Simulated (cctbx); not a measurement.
# From intensities to atoms

Cell a = 5.7960 Å, b = 5.7960 Å, c = 4.6090 Å, α = 90.00°, β = 90.00°, γ = 120.00°; space group P6_3/mmc (no. 194); content Pb2 Zn6.

Simulated single-crystal data (cctbx): Cu Kα, λ = 1.54184 Å, to d = 0.83 Å, 80 % of the full sphere, strongest reflection 40000 counts, noise from counting, a 1.5 % proportional error and a noise floor of 8 counts (s.d.); no absorption.

1 earlier start (other random phases, and plain and normalised amplitudes in turn) led nowhere (symmetry correlation 0.92).

Charge flipping in P1 on normalised amplitudes to 0.83 Å, δ = 1.1 σ, 10 % of the reflections treated as weak, 600 cycles:

```text
cycle      R  skewness
    0  0.500     0.24
   50  0.409     2.54
  100  0.419     2.82
  150  0.432     2.73
  200  0.434     3.15
  250  0.430     2.87
  300  0.423     3.12
  350  0.407     2.76
  400  0.435     2.70
  450  0.426     2.48
  500  0.426     3.00
  550  0.412     2.78
origin shift          correlation  skewness
 0.515  0.219  0.116      0.947      6.06
 0.514  0.719  0.116      0.946      3.50
 0.015  0.219  0.115      0.946      5.39
 0.014  0.719  0.116      0.945      3.87
taken: symmetry correlation 0.947, skewness 6.06
peak      x       y       z  mult  height/sigma
Q1    0.3333  0.6667  0.7500    2     16.6
Q2    0.1573  0.3147  0.2500    6      6.5
Q3    0.0000  0.0000  0.2500    2      2.7
Q4    0.2397  0.4794  0.6007   12      1.1
Q5    0.0000  0.5000  0.0000    6      1.0
Q6    0.0000  0.0000  0.0000    2      0.9
Q7    0.2611  0.5222  0.2500    6      0.8
```

The origin is taken among those within 0.04 of the best correlation, by the skewness of the map.

Run time: 0.47 s on 1 thread of Arm Neoverse V2, with other jobs on the host, peak memory 0.07 GiB.

**Question.** Which peaks are atoms, and which elements?

Heights go roughly as Z and multiplicities must add up to the content. First model: Q1 = Pb1 (2 in the cell, height 16.6) and Q2 = Zn1 (6 in the cell, height 6.5). Against the true structure, Q1 is Pb and Q2 is Zn; the other peaks are not atoms.

Least squares on F², isotropic:

```text
Rint 0.015, 61 unique reflections to 0.84 A
cycle     R1     wR2    GooF  max shift (A)
   1  0.0922  0.2073  25.815   0.02033
   2  0.0029  0.0072   0.893   0.00000
final R1 0.0029 wR2 0.0072 GooF 0.893  parameters 3  data/parameter 20.3
atom        x        y        z      Ueq    occ   su(xyz)  su(Uiso or U11)
Pb1    0.33333  0.66667  0.75000   0.0067  1.000  0.00000  0.0001
Zn1    0.15938  0.31875  0.25000   0.0099  1.000  0.00006  0.0001
difference map: max 0.19 min -0.14 rms 0.05
Q1    0.2189  0.6094  0.2500    6    0.20  1.54 A from Zn1
Q2    0.0000  0.0000  0.0000    2    0.17  1.97 A from Zn1
Q3    0.0054  0.5027  0.2500    6    0.16  1.70 A from Zn1
Q4    0.0528  0.1057  0.7500    6    0.15  1.41 A from Zn1
Q5    0.1757  0.3515  0.7500    6    0.14  1.58 A from Pb1
```

Anisotropic refinement:

```text
Rint 0.015, 61 unique reflections to 0.84 A
cycle     R1     wR2    GooF  max shift (A)
   1  0.0029  0.0072   0.918   0.00004
   2  0.0029  0.0067   0.862   0.00000
final R1 0.0029 wR2 0.0067 GooF 0.862  parameters 6  data/parameter 10.2
atom        x        y        z      Ueq    occ   su(xyz)  su(Uiso or U11)
Pb1    0.33333  0.66667  0.75000   0.0067  1.000  0.00000  0.0001
Zn1    0.15938  0.31876  0.25000   0.0099  1.000  0.00006  0.0001
difference map: max 0.18 min -0.13 rms 0.05
Q1    0.0000  0.0000  0.0000    2    0.18  1.97 A from Zn1
Q2    0.2219  0.6109  0.2500    6    0.18  1.54 A from Zn1
Q3    0.0038  0.5019  0.2500    6    0.17  1.69 A from Pb1
Q4    0.0530  0.1060  0.7500    6    0.15  1.41 A from Zn1
Q5    0.1783  0.3567  0.7500    6    0.14  1.56 A from Pb1
Q6    0.0780  0.1561  0.6066   12    0.12  1.54 A from Zn1
```

**Reading.** The refinement ends at R1 = 0.0029, wR2 = 0.0067, GooF = 0.86, with difference density between -0.13 and 0.18 e/Å³. Every site matches the true model in element, within 0.001 Å r.m.s., up to an allowed shift of origin.

True model:

| atom | mult. | x | y | z | Ueq (Å²) |
| --- | --- | --- | --- | --- | --- |
| Pb1 | 2 | 1/3 | 2/3 | 3/4 | 0.0066 |
| Zn1 | 6 | 0.1593 | 0.3187 | 1/4 | 0.0098 |

The model was made for the exercise: a known structure type with other elements put in, its volume estimated, not relaxed; displacement parameters are assumed.

[Middle refinement cycles are left out of these outputs.]

[Logs are printed without paths, hosts, clocks, repeated set-up lines and the standing remarks that a program may print on its own settings, such as how far it seeks lower states.]
